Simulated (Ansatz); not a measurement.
BaTlI3 (cubic perovskite) (Pm-3m), computed twice by G0W0.

The structure was built from a prototype and need not be the compound's stable phase.

```
Tl Ba I
1.0
     6.57174    0.00000    0.00000
     0.00000    6.57174    0.00000
     0.00000    0.00000    6.57174
Tl Ba I
1 1 3
Direct
  0.00000 0.00000 0.00000
  0.50000 0.50000 0.50000
  0.50000 0.50000 0.00000
  0.50000 0.00000 0.50000
  0.00000 0.50000 0.50000
```

The structure was relaxed with PBEsol. The structure type comes from a generator and need not be one that this composition takes. The runs that relaxed it are not among those shown. Spin-orbit coupling is left out unless a run names it. PAW set soft_2, made with PBE.

The first (Ansatz 0.2.0; start PBEsol, 2×2×2 mesh, 847 empty bands, screening to 120 eV; 4 threads of Arm Neoverse V2, shared host) gave, on its mesh: starting gap 2.41 eV, G0W0 gap 4.10 eV, RPA ε∞ (mean) 3.71, 2.3 min.

The second gave: starting gap 2.85 eV, G0W0 gap 4.51 eV, RPA ε∞ (mean) 3.20, 2.8 min.

**Question.** What was changed in the input? Choose among start, files, mesh, bands and cutoff, frequency model or another key.

Changed: start from PBEsol to r2SCAN. A jump of this size in the start, with ε∞ moving the other way, marks another functional. Other changes could give like numbers; this is the one that was made.

Limits: not at the basis limit; no spin-orbit coupling; coarse k mesh.

[Paths, hosts, dates, memory and timing lines, banners, echoed tables and standing remarks are left out of the program output.]

[Logs are printed without paths, hosts, clocks, repeated set-up lines and the standing remarks that a program may print on its own settings, such as how far it seeks lower states.]

[Runs of the session that timed out or met a known fault of the program may be left out.]

[Cells called generated may have been cut or substituted from an entry of the Crystallography Open Database or the Materials Project.]

[Hosts, paths, dates, database ids (printed as entryN), source tags and the programs' standing remarks are cut or masked in the printed files.]
